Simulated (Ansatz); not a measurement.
# MgO (Fm-3m):Ga_Mg, thermodynamic levels from a 54-atom cell

Charge states of Ga_Mg in MgO (Fm-3m), set against the band edges. Model: a cell of 54 host atoms with 1 Mg taken out and 1 Ga put in.

Program: Ansatz 0.2.0. Level of theory: place-levels on r2SCAN runs: charge-transition levels and formation energies with image-charge correction and potential alignment at the atomic sites; PAW set soft_1. Results are calculated unless marked as measured.

The experiments to compare with:

For MgO, rocksalt (bulk crystal), “Electronic structure of alkaline earth and post-transition metal oxides” (2009, arxiv:0908.1581) quotes earlier work: band gap (literature experimental gap) 7.83 eV [Literature value based on experiment; other listed experimental values range from 7.7 to …].

## 1. The starting structure

The cell holds 54 atoms: 26 Mg, 27 O and 1 Ga. Cell: a = 8.925 Å, b = 8.925 Å, c = 8.925 Å, α = 60.0°, β = 60.0°, γ = 60.0°. It derives from MgO (space group Fm-3m). Nearest the centre at fractional (0.667, 0.667, 0.333): Ga51 at 0.00 Å, O28 at 2.10 Å, O44 at 2.10 Å, O32 at 2.10 Å, O34 at 2.10 Å, O46 at 2.10 Å, O50 at 2.10 Å, Mg9 at 2.98 Å.

Structure file:

```xyz
54
Lattice="0.0000 6.3112 6.3112 6.3112 0.0000 6.3112 6.3112 6.3112 0.0000" Properties=species:S:1:pos:R:3 pbc="T T T"
Mg    0.0000    0.0000    0.0000
O     2.1037    2.1037    2.1037
Mg    2.1037    2.1037    0.0000
O     4.2075    4.2075    2.1037
Mg    4.2075    4.2075    0.0000
O     6.3112    6.3112    2.1037
Mg    2.1037    0.0000    2.1037
O     4.2075    2.1037    4.2075
Mg    4.2075    2.1037    2.1037
O     6.3112    4.2075    4.2075
Mg    6.3112    4.2075    2.1037
O     8.4150    6.3112    4.2075
Mg    4.2075    0.0000    4.2075
O     6.3112    2.1037    6.3112
Mg    6.3112    2.1037    4.2075
O     8.4150    4.2075    6.3112
Mg    8.4150    4.2075    4.2075
O    10.5187    6.3112    6.3112
Mg    0.0000    2.1037    2.1037
O     2.1037    4.2075    4.2075
Mg    2.1037    4.2075    2.1037
O     4.2075    6.3112    4.2075
Mg    4.2075    6.3112    2.1037
O     6.3112    8.4150    4.2075
Mg    2.1037    2.1037    4.2075
O     4.2075    4.2075    6.3112
Mg    4.2075    4.2075    4.2075
O     6.3112    6.3112    6.3112
Mg    6.3112    6.3112    4.2075
O     8.4150    8.4150    6.3112
Mg    4.2075    2.1037    6.3112
O     6.3112    4.2075    8.4150
Mg    6.3112    4.2075    6.3112
O     8.4150    6.3112    8.4150
Mg    8.4150    6.3112    6.3112
O    10.5187    8.4150    8.4150
Mg    0.0000    4.2075    4.2075
O     2.1037    6.3112    6.3112
Mg    2.1037    6.3112    4.2075
O     4.2075    8.4150    6.3112
Mg    4.2075    8.4150    4.2075
O     6.3112   10.5187    6.3112
Mg    2.1037    4.2075    6.3112
O     4.2075    6.3112    8.4150
Mg    4.2075    6.3112    6.3112
O     6.3112    8.4150    8.4150
Mg    6.3112    8.4150    6.3112
O     8.4150   10.5187    8.4150
Mg    4.2075    4.2075    8.4150
O     6.3112    6.3112   10.5187
Ga    6.3112    6.3112    8.4150
O     8.4150    8.4150   10.5187
Mg    8.4150    8.4150    8.4150
O    10.5187   10.5187   10.5187
```

The host's dielectric constants go in as inputs: 3.24 for the electrons alone, 10.37 with the ions, from a response run on this crystal (DFPT, PBEsol) at that run's own cell.

The cell's shortest repeat is 8.9 Å.

## 2. Charge states

Levels follow from differences of total energies between charge states, each relaxed by itself.

Each atom starts 0.05 Å or so off its site in a random direction: a symmetric start keeps its symmetry, and would miss off-centre moves and Jahn–Teller distortions. Forces are taken at one point at (¼, ¼, ¼). The cell holds 1 electron more than the neutral one, with a uniform background that keeps it neutral on the whole.

The sampling was tested on the host first: at the k-points planned (1x1x1 shifted 0.25 0.25 0.25) its energy lies 0.020 eV an atom from the dense-mesh value, under the bound of 0.02 eV set for this test; that bounds the host's error, not the defect's.

One state's input; the others differ in charge, spin, start and seed, and in occupations where the table says so.

The input, qm1.relax/input.yaml:

```yaml
crystal:
  lattice:
    - [0.0, 2.10374764, 2.10374764]
    - [2.10374764, 0.0, 2.10374764]
    - [2.10374764, 2.10374764, 0.0]
  atoms:
    - { symbol: Mg, position: [0.0, 0.0, 0.0] }
    - { symbol: O, position: [0.5, 0.5, 0.5] }
  supercell: [3, 3, 3]
  defects: [{ substitution: { at: 50, symbol: Ga } }]
total_charge: -1
basis:
  ecutwfc: 500
  xc_grid: 2
hamiltonian:
  xc: r2scan
  pseudopotentials: { kind: paw, azcp: { folder: soft_1 } }
kpoints:
  mp_grid: { grid: [1, 1, 1], shift: [0.25, 0.25, 0.25] }
scf:
  occupations: { method: fixed }
  max_iter: 100
output:
  forces: true
  charged_corrections: { epsilon: 3.24, static_epsilon: 10.37 }
relax:
  f_tol: 0.02
  max_steps: 80
  random_displacement: { amplitude: 0.05, seed: 4625 }
checkpoint:
  write: "../qm1.relax.run"
  compress: false
  write_wavefunctions: true
  write_every: 100000
```

Command:

```
$ ansatz run input.yaml --threads 4 --pin off --max-ram 7536MiB --backend cpu --events-out ev --progress --plain --runs-dir out
```

Defect states can disperse in a cell of this size, so the energy is taken again at a 2×2×2 shifted mesh, on the relaxed structure.

The run of this state that the levels use, under r2SCAN:

The input, qm1.point/input.yaml:

```yaml
crystal:
  checkpoint: "../qm1.relax.run"
  host: checkpoint
total_charge: -1
basis:
  ecutwfc: 500
  xc_grid: 2
hamiltonian:
  xc: r2scan
  pseudopotentials: { kind: paw, azcp: { folder: soft_1 } }
kpoints:
  mp_grid: { grid: [2, 2, 2], shift: [0.5, 0.5, 0.5] }
scf:
  occupations: { method: fermi_dirac, width: 0.01 }
  max_iter: 100
output:
  forces: true
  eigenvalues: true
  charged_corrections:
    epsilon: 3.24
    static_epsilon: 10.37
    defect_position: [0.666667, 0.666667, 0.333333]
  eigenstates: { localisation: true }
  populations: true
  band_densities: [{ bands: [v1, v1] }, { bands: [c1, c1] }]
  write_density: true
  write_potential: true
  volumetric_format: npy
checkpoint:
  read: "../qm1.relax.run"
  write: "../qm1.point.run"
  compress: false
  write_wavefunctions: false
  write_every: 100000
```

Relaxations under r2SCAN at one point at (¼, ¼, ¼); times on 4 threads of Arm Neoverse N1, shared host:

```tsv
charge	moment (μB)	occupations	outcome	steps	largest displacement against the far atoms (Å)	time
−1	0	fixed	converged	5	0.18	1.8 min
0	1	fixed	converged	4	0.06	3.5 min
+1	0	fixed	converged	5	0.07	100 s
```

Single points under r2SCAN at a 2×2×2 shifted mesh; times on 4 threads of Arm Neoverse N1, shared host:

```tsv
charge	moment (μB)	occupations	outcome	time
−1	0	fermi-dirac	converged	1.8 min
0	1	fermi-dirac	converged	4.6 min
+1	0	fermi-dirac	converged	1.8 min
```

Distances (Å) from Ga51 to the nearest atoms after relaxation with r2SCAN:

```tsv
charge	moment (μB)	1.	2.	3.	4.	5.	6.
−1	0	O 2.28	O 2.28	O 2.28	O 2.28	O 2.28	O 2.28
0	1	O 2.16	O 2.16	O 2.16	O 2.16	O 2.16	O 2.16
+1	0	O 2.03	O 2.03	O 2.03	O 2.03	O 2.03	O 2.03
```

## 3. place-levels, r2SCAN

A charged cell interacts with its images and the background, and its potential has another zero than the host's. place-levels removes the first by a point-charge model, screened by the static dielectric constant since the ions have relaxed around the charge, and the second by comparing potentials at atoms far from the defect.

The host is a run of the defect-free crystal in the same cutoffs, grids and k-points, so that basis and sampling errors cancel in part in the differences. The host is run in a cell of 2 atoms on a matching mesh. Its band edges are searched through the zone by a band path, so the gap is smaller than, or equal to, that on the mesh. Chemical potentials are energies per atom of Mg (hcp) and Ga (alpha-Ga (Cmce)), run with the same functional and cutoff.

The input, levels.point.yaml:

```yaml
host:
  run: host.point.run
states: [qm1.point.run, q0_M1.point.run, qp1.point.run]
geometry_from:
  qm1.point.run: qm1.relax.run
  q0_M1.point.run: q0_M1.relax.run
  qp1.point.run: qp1.relax.run
chemical_potentials:
  Mg:
    energy: -1926.407918
    dataset: "<sha256 of the dataset>"
  Ga:
    energy: -3790.270342
    dataset: <sha256 of the dataset>
epsilon: 3.24
static_epsilon: 10.37
vertical:
  - { from: qm1.point.run, to: qm1.point_neutral.run }
  - { from: qp1.point.run, to: qp1.point_neutral.run }
```

Command:

```
$ ansatz place-levels levels.point.yaml -- --threads 4 --pin off --max-ram 7536MiB
```

Numbers of over 12 decimals in the logs are rounded to 6 here.

Output:

```text
[... repeated set-up lines and file paths are left out, and long positions are rounded to six places ...]
(+1/0) 5.114 eV above the valence edge, 0.564 eV under the conduction edge; not on the lower envelope
(0/-1) 4.883 eV above the valence edge, 0.795 eV under the conduction edge; not on the lower envelope
(+1/-1) 4.998 eV above the valence edge, 0.680 eV under the conduction edge: charges between them are lowest nowhere
formation energy of charge +1: +0.026 eV with the Fermi level at the valence edge
formation energy of charge 0: +5.140 eV with the Fermi level at the valence edge
formation energy of charge -1: +10.022 eV with the Fermi level at the valence edge
vertical -1 to 0: no energy, since no alignment is typed
  the change from vertical[0].from (qm1.point.run) to vertical[0].to (qm1.point_neutral.run): by its potential at epsilon 3.24 it stands at 0.666 0.665 0.335, with an rms radius of about 1.9 Å (1.1 1.1 1.1 Å across the planes of the cell's vectors); [...]
vertical +1 to 0: no energy, since no alignment is typed
  the change from vertical[1].from (qp1.point.run) to vertical[1].to (qp1.point_neutral.run): by its potential at epsilon 3.24 it stands at 0.667 0.667 0.332, with an rms radius of about 2.9 Å (1.7 1.7 1.7 Å across the planes of the cell's vectors); [...]
  edges by r2scan, gap 5.678 eV; the host is sampled to repeats of 17.85 Å
  the defect's cells are sampled to repeats of 17.85 Å, like sampling
  charge +1: -69326.2303 eV with its correction of +0.365 eV, at epsilon 10.37, aligned at sites: +0.1124 eV, mean over 21 atomic sites at or beyond 4.46 Å from the defect at [0.6667, 0.6667, 0.3333], with -0.000000 for the charge's moments and without [...]
  charge 0: +0.000 eV for its dipole among its images, +0.000 omitted
  charge -1: -69300.8652 eV with its correction of +0.113 eV, at epsilon 10.37, aligned at sites: +0.1389 eV, mean over 21 atomic sites at or beyond 4.46 Å from the defect at [0.6667, 0.6667, 0.3333], with -0.000000 for the charge's moments and without [...]
  of states[2] (qp1.point.run): it parts from the run at its places by a charge that spreads by about 1.7 Å along one vector (1.3 Å or more is wide), by its potential at epsilon 3.24, taken for that of held ions (one typed too small widens it), where the cell [...]
  of states[1] (q0_M1.point.run): its alignment with the host at atomic sites is doubtful: the cell is too small to show whether the defect's potential has decayed: take a larger one; stability_check_not_made
  of states[0] (qm1.point.run): its alignment with the host at atomic sites is doubtful: the cell is too small to show whether the defect's potential has decayed: take a larger one
  of vertical[0].to (qm1.point_neutral.run): stability_check_not_made
  of vertical[1].from (qp1.point.run): it parts from the run at its places by a charge that spreads by about 1.7 Å along one vector (1.3 Å or more is wide), by its potential at epsilon 3.24, taken for that of held ions (one typed too small widens it), where [...]
  of vertical[1].to (qp1.point_neutral.run): its moments are held at its close (magnetization.spin_locking), by a field of 0.288 eV a Bohr magneton, and its energy and levels are of the state that this holds: a run that lets them go can end lower; [...]
```

It took 0.51 s on 4 threads of Arm Neoverse N1, shared host.

Levels between the charges placed, in eV above the valence top:

```tsv
	gap (eV)	(+1/0)	(0/−1)
r2SCAN	5.68	5.11	4.88
```

Corrections by state:

```tsv
charge	moment (μB)	image terms and alignment (eV)	band filling (eV)	ε used	over the lowest of its charge, as the program ranks them, band filling apart (eV)
+1	0.0	0.365	-	10.37	0.000
0	1.0	0.000	-	-	0.000
−1	0.0	0.113	-	10.37	0.000
```

The charged structures listed were also run neutral, and place-levels reads from each pair, by the potential or the spins, how wide the charge is by which they differ; that can be the carrier of either run.

```tsv
charge	rms radius (Å)	spread where it is widest against the cell (Å)	wide from (Å)	reading
+1	2.9	1.70	1.26	wide
−1	1.9	1.09	1.26	narrow
```

The neutral runs of these pairs need not share the spin of the lowest neutral state, and very wide values only mean spread over the cell.

From the program's caveats on the states, each cut to its opening words:

- charge +1: it parts from the run at its places by a charge that spreads by about 1.7 Å along one vector (1.3 Å or more is wide), by its potential at epsilon 3.24, taken [...]
- charge +1, 0 (1 μB), −1: its alignment with the host at atomic sites is doubtful: the cell is too small to show whether the defect's potential has decayed: take a larger one
- charge 0 (1 μB): flagged: stability check not made

The host's formation energy from the elements is -2.963 eV per atom; it sets how far the chemical potentials can move.

Limit set by the element alone; other compounds of these elements are not counted. Chemical potentials from the elements' reference states: Mg 0.00 eV, O -5.93 eV, Ga 0.00 eV. Formation energies (Mg-rich), with the Fermi level at the valence top and at the conduction bottom (gap 5.68 eV):

```tsv
charge	at valence top (eV)	at conduction bottom (eV)	correction included (eV)
+1	0.03	5.70	0.36
0	5.14	5.14	0.00
−1	10.02	4.34	0.11
```

Fermi level (eV), lowest formation energy (eV) and a bar:
```
     0.00       0.03 
     0.52       0.54 ###
     1.03       1.06 ######
     1.55       1.57 ##########
     2.06       2.09 #############
     2.58       2.60 ################
     3.10       3.13 ###################
     3.61       3.64 ######################
     4.13       4.16 ##########################
     4.65       4.67 #############################
     5.16       4.86 ##############################
     5.68       4.34 ###########################
```

Limit set by the element alone; other compounds of these elements are not counted. Chemical potentials from the elements' reference states: O 0.00 eV, Mg -5.93 eV, Ga 0.00 eV. Formation energy by charge state (O-rich; gap 5.68 eV):

```tsv
charge	at valence top (eV)	at conduction bottom (eV)	correction included (eV)
+1	-5.90	-0.22	0.36
0	-0.79	-0.79	0.00
−1	4.10	-1.58	0.11
```

| Fermi level (eV) | lowest formation energy (eV) |
| --- | --- |
| 0.00 | -5.90 |
| 0.52 | -5.38 |
| 1.03 | -4.87 |
| 1.55 | -4.35 |
| 2.06 | -3.84 |
| 2.58 | -3.32 |
| 3.10 | -2.80 |
| 3.61 | -2.28 |
| 4.13 | -1.77 |
| 4.65 | -1.25 |
| 5.16 | -1.06 |
| 5.68 | -1.58 |

## 4. Effect of the sampling

The relaxations' own energies give the levels at their sampling, for comparison.

The input, levels.relax_mesh.yaml:

```yaml
host:
  run: host.relax.run
states: [qm1.relax.run, q0_M1.relax.run, qp1.relax.run]
chemical_potentials:
  Mg:
    energy: -1926.407918
    dataset: "<sha256 of the dataset>"
  Ga:
    energy: -3790.270342
    dataset: <sha256 of the dataset>
```

Command:

```
$ ansatz place-levels levels.relax_mesh.yaml -- --threads 4 --pin off --max-ram 7536MiB
```

Output:

```text
[...]
formation energy of charge +1: +0.097 eV with the Fermi level at the valence edge
formation energy of charge 0: +5.018 eV with the Fermi level at the valence edge
formation energy of charge -1: +9.785 eV with the Fermi level at the valence edge
  edges by r2scan, gap 5.659 eV; the host is sampled to repeats of 8.93 Å
[... the lines on each state left out ...]
```

Elapsed: 0.17 s, on 4 threads.

Levels between neighbouring charges, in eV above the valence top:

```tsv
	gap (eV)	(+1/0)	(0/−1)
one point at (¼, ¼, ¼)	5.66	4.92	4.77
a 2×2×2 shifted mesh	5.68	5.11	4.88
```

Going from one point at (¼, ¼, ¼) to a 2×2×2 shifted mesh moves the levels that carry no band-filling term by up to 0.19 eV and formation energies against the elements by up to 0.24 eV.

## 5. Outcome

| Property | Result |
| --- | --- |
| gap of the host | 5.68 eV (r2SCAN) |
| level (plus 1/0) | 5.11 eV above the valence top, not a change between lowest states |
| level (0/minus 1) | 4.88 eV above the valence top, not a change between lowest states |
| level (plus 1/minus 1) | 5.00 eV above the valence top |
| lowest of the charges placed, just above the valence top (0.02 eV) | +1 |
| lowest of the charges placed, just below the conduction bottom (0.02 eV) | −1 |
| lowest formation energy at mid-gap of the charges run, Mg-rich | 2.86 eV |
| lowest formation energy at mid-gap of the charges run, O-rich | -3.06 eV |

In words: Of the charges placed (−1, 0 and +1), the lowest changes at 5.00 eV (+1/−1) above the valence top, in a gap of 5.68 eV. (+1/−1) passes over charge 0, which lies 0.12 eV above the two there; a lower structure or spin state of it, if missed, would change that. Charges above +1 and below −1 were not placed, so these runs say nothing of levels that involve them. States placed: +1 at 0 μB; 0 at 1 μB; −1 at 0 μB. Other spin states or structures, where not listed, weren't placed. Ga is taken at its element; compounds, which aren't counted here, bound the chemical potentials and would shift these formation energies. The lowest formation energy (O-rich) is negative across the gap, so the defect would form by itself: these chemical potentials lie beyond what competing compounds allow, or the host is unstable against it. Going from one point at (¼, ¼, ¼) to a 2×2×2 shifted mesh moves the levels that carry no band-filling term by up to 0.19 eV and formation energies against the elements by up to 0.24 eV. The program doubts the alignment of potentials for at least one state, a sign that the cell is small. What this leaves open: the images are only 8.9 Å apart; r2SCAN makes the gap too small and tends to spread out bound carriers; where a gas molecule sets a chemical potential or the host's formation energy, its binding is uncorrected; force components of up to 0.25 eV/Å remain in a run at the final settings.

Comparison with the measured values:

| quantity | measured | r2SCAN |
| --- | --- | --- |
| band gap (least gap of the host) (eV) | 7.83 | 5.68 (-2.15 eV) |

Measured values from arxiv:0908.1581 (2009).

**Verdict.** The band gap is off by -2.15 eV: a clear miss. Local and semilocal functionals usually give gaps below the measured ones. Zero-point and thermal motion shift the measured gap.

[Logs are printed without paths, hosts, clocks, repeated set-up lines and the standing remarks that a program may print on its own settings, such as how far it seeks lower states.]

[Hosts, paths, dates, database ids (printed as entryN), source tags and the programs' standing remarks are cut or masked in the printed files.]

[Where a table of states has a column of steps, it counts the stored structures, which are thinned; the runs took as many ionic steps or more.]

[A defect's name tells the site on which it was built; relaxed atoms can leave that site.]

[For some hosts the program warned that the k-mesh of the response run may be too coarse for force constants and the static dielectric constant; such warnings are not shown here.]
